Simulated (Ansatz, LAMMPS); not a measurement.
# What went wrong? liquid N-methylformamide at 298 K (117 atoms)

Program: Ansatz 0.2.0. The cell: 26 C, 13 N, 13 O and 65 H.

input.yaml reads:

```yaml
crystal:
  lattice:
    - [10.8355, 0.0, 0.0]
    - [0.0, 10.8355, 0.0]
    - [0.0, 0.0, 10.8355]
  atoms:
    - { symbol: C, position: [0.61078, 0.53148, 0.16609] }
    - { symbol: "N", position: [0.66564, 0.43474, 0.23535] }
    - { symbol: C, position: [0.78469, 0.45053, 0.2716] }
    - { symbol: O, position: [0.84092, 0.54576, 0.2484] }
    - { symbol: H, position: [0.62083, 0.61367, 0.21652] }
    - { symbol: H, position: [0.50996, 0.5132, 0.14807] }
    - { symbol: H, position: [0.65378, 0.54111, 0.07772] }
    - { symbol: H, position: [0.62082, 0.35049, 0.23109] }
    - { symbol: H, position: [0.82206, 0.36504, 0.31921] }
    - { symbol: C, position: [0.02964, 0.61453, 0.9331] }
    - { symbol: "N", position: [0.97975, 0.66422, 0.04551] }
    - { symbol: C, position: [0.9972, 0.78407, 0.06353] }
    - { symbol: O, position: [0.06125, 0.85331, 0.00182] }
    - { symbol: H, position: [0.124, 0.64166, 0.91699] }
    - { symbol: H, position: [0.97158, 0.64914, 0.8542] }
    - { symbol: H, position: [0.02282, 0.5097, 0.93647] }
    - { symbol: H, position: [0.9202, 0.62666, 0.10404] }
    - { symbol: H, position: [0.94693, 0.82141, 0.14349] }
    [... 93 atom lines left out ...]
    - { symbol: O, position: [0.38893, 0.89147, 0.59598] }
    - { symbol: H, position: [0.28651, 0.84283, 0.89921] }
    - { symbol: H, position: [0.24091, 0.94392, 0.78046] }
    - { symbol: H, position: [0.29753, 0.0124, 0.92255] }
    - { symbol: H, position: [0.50265, 0.933, 0.8574] }
    - { symbol: H, position: [0.55458, 0.9356, 0.66109] }
kpoints:
  mp_grid: { grid: [1, 1, 1] }
hamiltonian:
  xc: scan0x
  dispersion: d4
scf:
  occupations: { method: fermi_dirac, width: 0.05 }
  max_iter: 75
output:
  forces: true
```

Launch:

```console
$ ansatz run input.yaml --threads 4 --pin off --max-ram 8192MiB --backend cpu --events-out ev --progress --plain --runs-dir out
```

What it wrote:

```text
Error: YAML parse error: error: line 127 column 7: hamiltonian.xc: unknown variant `scan0x`, expected one of `lda`, `lda-pw`, `pw92`, `pbe`, `pbesol`, `rpbe`, `revpbe`, `blyp`, `pbe0`, `revpbe0`, `b3lyp`, `b3lyp5`, `hse06`, `wpbeh`, `hiss`, `lc_wpbe`, `cam_b3lyp`, `hf`, `r2scan`, `r2scanh`, `r2scan0`, `r2scan50`, `mr2scan`
   --> <input>:127:7
    |
125 |   mp_grid: { grid: [1, 1, 1] }
126 | hamiltonian:
127 |   xc: scan0x
    |       ^ hamiltonian.xc: unknown variant `scan0x`, expected one of `lda`, `lda-pw`, `pw92`, `pbe`, `pbesol`, `rpbe`, `revpbe`, `blyp`, `pbe0`, `revpbe0`, `b3lyp`, `b3lyp5`, `hse06`, `wpbeh`, `hiss`, `lc_wpbe`, `cam_b3lyp`, `hf`, `r2scan`, `r2scanh`, `r2scan0`, `r2scan50`, `mr2scan`
128 |   dispersion: d4
129 | scf:
    |
```

Run time: 0.04 s. Hardware: 4 threads of Arm Neoverse N1, shared host; peak memory 0.021 GiB.

What is at fault here, and what would mend it?

An unknown functional: hamiltonian.xc = "scan0x".

The fix is to type the functional by a name that the program lists.

The program refused it before any cycle.

[Logs are printed without paths, hosts, clocks, repeated set-up lines and the standing remarks that a program may print on its own settings, such as how far it seeks lower states.]

[Hosts, paths, dates, database ids (printed as entryN), source tags and the programs' standing remarks are cut or masked in the printed files.]
